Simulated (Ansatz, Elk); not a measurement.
# How far do independent atoms describe Hf3Fe?

Structure refinements treat a crystal as free atoms side by side. For a made-up structure of Hf3Fe (cell and positions from a PBEsol relaxation) the runs below show what the calculated density changes in F(hkl).

Method: DFT, PBE, all-electron APW+lo, Dirac cores, scalar-relativistic bands, static density, no spin, in Elk 11.2.3 (patched build).

This account leaves out most program logs.

The structure was built from a prototype and need not be the compound's stable phase.

**1. The structure**

It takes space group P6_3/mmc (No. 194, hexagonal). Conventional cell: a = 6.297 Å, b = 6.297 Å, c = 4.284 Å, α = 90.00°, β = 90.00°, γ = 120.00°. Nearest to Hf lie 2 Fe at 2.71 Å and 6 Hf at 2.88 to 2.91 Å. Nearest to Fe lie 6 Hf at 2.71 Å. Farther neighbours are not listed.

**2. Ground state and structure factors**

An all-electron density is needed, since X-rays see the cores too. Task 0 finds the density and task 195 Fourier-transforms it; tshift is off so that phases refer to the origin typed.

elk.in reads:

```
tasks
  0
  195

xctype
  20

spinpol
  .false.

rgkmax
  7.0

gmaxvr
  14.0

lmaxo
  7

lmaxapw
  8

swidth
  0.002

tshift
  .false.

ramdisk
  .false.

hmaxvr
  5.5

maxscl
  120

epspot
  1e-06

sppath
  './'

avec
  11.89916263942 -0.00000000000 0.00000000000
  -5.94958131971 10.30497712950 -0.00000000000
  0.00000000000 -0.00000000000 8.09648295472

atoms
  2
  'Hf.in'
  6
  0.1810442277 0.8189557723 0.7500000000   0.000000 0.000000 0.000000
  0.1810442277 0.3620884554 0.7500000000   0.000000 0.000000 0.000000
  0.6379115446 0.8189557723 0.7500000000   0.000000 0.000000 0.000000
  0.8189557723 0.6379115446 0.2500000000   0.000000 0.000000 0.000000
  0.3620884554 0.1810442277 0.2500000000   0.000000 0.000000 0.000000
  0.8189557723 0.1810442277 0.2500000000   0.000000 0.000000 0.000000
  'Fe.in'
  2
  0.6666666667 0.3333333333 0.7500000000   0.000000 0.000000 0.000000
  0.3333333333 0.6666666667 0.2500000000   0.000000 0.000000 0.000000

ngridk
  4 4 5
```

Launch:

```bash
$ OMP_NUM_THREADS=4 elk
```

The job ended after 85 s (4 threads of Arm Neoverse V1, shared host; peak memory 0.36 GiB).

SFACRHO.OUT:

```text

h k l indices transformed by vhmat matrix:
   1.000000000       0.000000000       0.000000000    
   0.000000000       1.000000000       0.000000000    
   0.000000000       0.000000000       1.000000000    

      h      k      l  multipl.   |H|            Re(F)            Im(F)           |F|

      0      0      0      1   0.0000000       484.00000     -0.30856422E-16   484.00000    
      0      1      0      6  0.60972336       1.9884390      -0.0000000       1.9884390    
      0      0     -1      2  0.77603885     -0.69421774E-13  0.27555613E-13  0.74690659E-13
      0      1     -1      6  0.98691381       97.379334      -0.0000000       97.379334    
      1      0     -1      6  0.98691381      -97.379334     -0.13088916E-12   97.379334    
     -1     -1      0      6   1.0560718      -74.369631      0.10127666E-13   74.369631    
     -2      0      0      6   1.2194467      -200.97758      0.24800052E-12   200.97758    
      1      1      1     12   1.3105434     -0.90966614E-13 -0.27555613E-13  0.95048602E-13
      2     -2     -1      6   1.4454365       332.02126      0.28588949E-12   332.02126    
     -2      0      1      6   1.4454365      -332.02126      0.25144497E-12   332.02126    
      0      0      2      2   1.5520777      -387.64709      0.16106780E-15   387.64709    
      2     -3      0     12   1.6131764       107.09507      0.62000129E-13   107.09507    
     -1      0      2      6   1.6675454      -3.9803285      0.72333484E-13   3.9803285    
      1      0      2      6   1.6675454      -3.9803285     -0.48222323E-13   3.9803285    
     -1     -2      1     12   1.7901325       23.658146     -0.84389065E-13   23.658146    
      3     -2      1     12   1.7901325      -23.658146     -0.31000065E-12   23.658146    
     -3      0      0      6   1.8291701      -84.391557      0.40288269E-12   84.391557    
     -1     -1     -2     12   1.8772940       68.137906     -0.10310357E-13   68.137906
```

Elk indexes on the primitive cell of elk.in and gives |H| = 4π sin θ/λ in inverse bohr. Below, one row stands for each form hkl of the conventional cell (m members, Friedel mates merged), F is for one primitive cell and the density is static (no thermal factor). Free-atom factors are Waasmaier and Kirfel's, and R is Σm||F|−|F'||/Σm|F|.

```tsv
hkl	m	sin θ/λ (Å⁻¹)	abs F, DFT	neutral atoms	diff.
100	6	0.092	1.988	2.284	-0.296
001	2	0.117	0.000	0.000	+0.000
101	12	0.148	97.379	97.756	-0.377
110	6	0.159	74.370	75.063	-0.694
200	6	0.183	200.978	201.210	-0.232
111	12	0.197	0.000	0.000	+0.000
201	12	0.217	332.021	333.406	-1.385
002	2	0.233	387.647	389.369	-1.722
210	12	0.243	107.095	107.317	-0.222
102	12	0.251	3.980	3.734	+0.247
211	24	0.269	23.658	23.397	+0.261
300	6	0.275	84.392	84.300	+0.091
112	12	0.282	68.138	67.875	+0.263
202	12	0.297	174.692	175.019	-0.327
301	12	0.299	113.608	113.891	-0.283
220	6	0.318	318.977	319.535	-0.558
310	12	0.331	8.285	8.322	-0.036
212	24	0.337	96.528	96.612	-0.085
221	12	0.338	0.000	0.000	+0.000
003	2	0.350	0.000	0.000	+0.000
311	24	0.351	54.156	54.161	-0.005
302	12	0.361	77.291	77.447	-0.156
```

**3. The highest occupied states alone**

An energy window below the Fermi level keeps the highest occupied states, to see at which angles they scatter; shallow core shells can lie inside it and anion s states outside. No new self-consistency is needed.

Edit elk.in of step 2 so:

```diff
@@ -1,3 +1,2 @@
 tasks
-  0
   195
@@ -40,2 +39,5 @@
 
+wsfac
+  -0.194130 0.657110
+
 sppath
```

Launch:

```bash
$ OMP_NUM_THREADS=4 elk
```

Run time: 26 s. Hardware: 4 threads; peak memory 0.27 GiB.

States within 15 eV below the Fermi level hold 124.00 electrons; any levels below the window count with the cores. Their amplitudes can exceed the total, where window and core parts have opposite phase:

```tsv
hkl	sin θ/λ (Å⁻¹)	abs F, window	abs F, all
100	0.092	0.700	1.988
001	0.117	0.000	0.000
101	0.148	19.588	97.379
110	0.159	14.376	74.370
200	0.183	40.746	200.978
111	0.197	0.000	0.000
201	0.217	64.199	332.021
002	0.233	73.727	387.647
210	0.243	20.858	107.095
102	0.251	1.323	3.980
```

**4. Another functional**

The difference from free atoms is small, so it is set against the change that LDA (Perdew-Wang) makes.

Edit elk.in of step 3 so:

```diff
@@ -1,2 +1,3 @@
 tasks
+  0
   195
@@ -4,3 +5,3 @@
 xctype
-  20
+  3
 
@@ -39,5 +40,2 @@
 
-wsfac
-  -0.194130 0.657110
-
 sppath
```

Launch:

```bash
$ OMP_NUM_THREADS=4 elk
```

The job ended after 46 s (4 threads; peak memory 0.27 GiB; 2.2 min of CPU time).

Against the first run R = 0.01 %; the largest change is -0.118 at 220.

**5. Basis size**

The basis and the expansions that go with it are enlarged, to see whether the differences are converged.

Edit elk.in of step 4 so:

```diff
@@ -5,3 +5,3 @@
 xctype
-  3
+  20
 
@@ -11,12 +11,12 @@
 rgkmax
-  7.0
+  8.5
 
 gmaxvr
-  14.0
+  18.0
 
 lmaxo
-  7
+  9
 
 lmaxapw
-  8
+  10
```

Launch:

```bash
$ OMP_NUM_THREADS=4 elk
```

Wall time 3.3 min (4 threads); peak memory 0.68 GiB; 9 min of CPU time.

Against the first run R = 0.01 %; the largest change is -0.036 at 222.

**6. Settings against the effect**

```tsv
run	R against the first run (%)	R against neutral atoms, low angle (%)	wall time
PBE, rgkmax 7	0.00	0.38	85 s
LDA (Perdew-Wang)	0.01	0.38	46 s
rgkmax 8.5 with larger expansions	0.01	0.38	3.3 min
```

**7. Outcome**

| Property | Result |
| --- | --- |
| R against neutral atoms, sin θ/λ < 0.3 Å⁻¹ | 0.38 % |
| R against neutral atoms, 0.3 to 0.78 Å⁻¹ | 0.22 % |

**Reading.** Independent neutral atoms miss the calculated amplitudes by R = 0.38 % below 0.3 Å⁻¹ and 0.22 % from there to 0.78 Å⁻¹; by shells, 0.53 % below 0.15 Å⁻¹ (2 forms), 0.37 % 0.15 to 0.3 (11 forms), 0.12 % 0.3 to 0.45 (18 forms), 0.24 % above 0.45 (104 forms). Bonding, aspherical density and the tables' own atoms all enter these figures, and the runs don't part them. The largest change of an amplitude is -1.72 electrons, at 002. The window's part falls from 124.0 electrons at the origin to at most 40.10 between 0.45 and 0.78 Å⁻¹, where compact states inside the window still scatter. The window holds more than the 40 outer electrons of the free atoms, so shallow core shells lie inside it. Below 0.3 Å⁻¹ the changes that finished (LDA (Perdew-Wang) and rgkmax 8.5 with larger expansions) move F by R = 0.02 % at most, against the 0.38 % that separates it from free atoms. The k-mesh has no finished test. These runs have no spin, though d or f shells may be open. Spin-orbit coupling is left out, which can matter for elements this heavy. Part of the difference isn't bonding: the tables are fits to free atoms and ions calculated by other methods than this functional. Thermal motion, anomalous dispersion and extinction are left out.

[Logs are printed without paths, hosts, clocks, repeated set-up lines and the standing remarks that a program may print on its own settings, such as how far it seeks lower states.]

[Hosts, paths, dates, database ids (printed as entryN), source tags and the programs' standing remarks are cut or masked in the printed files.]
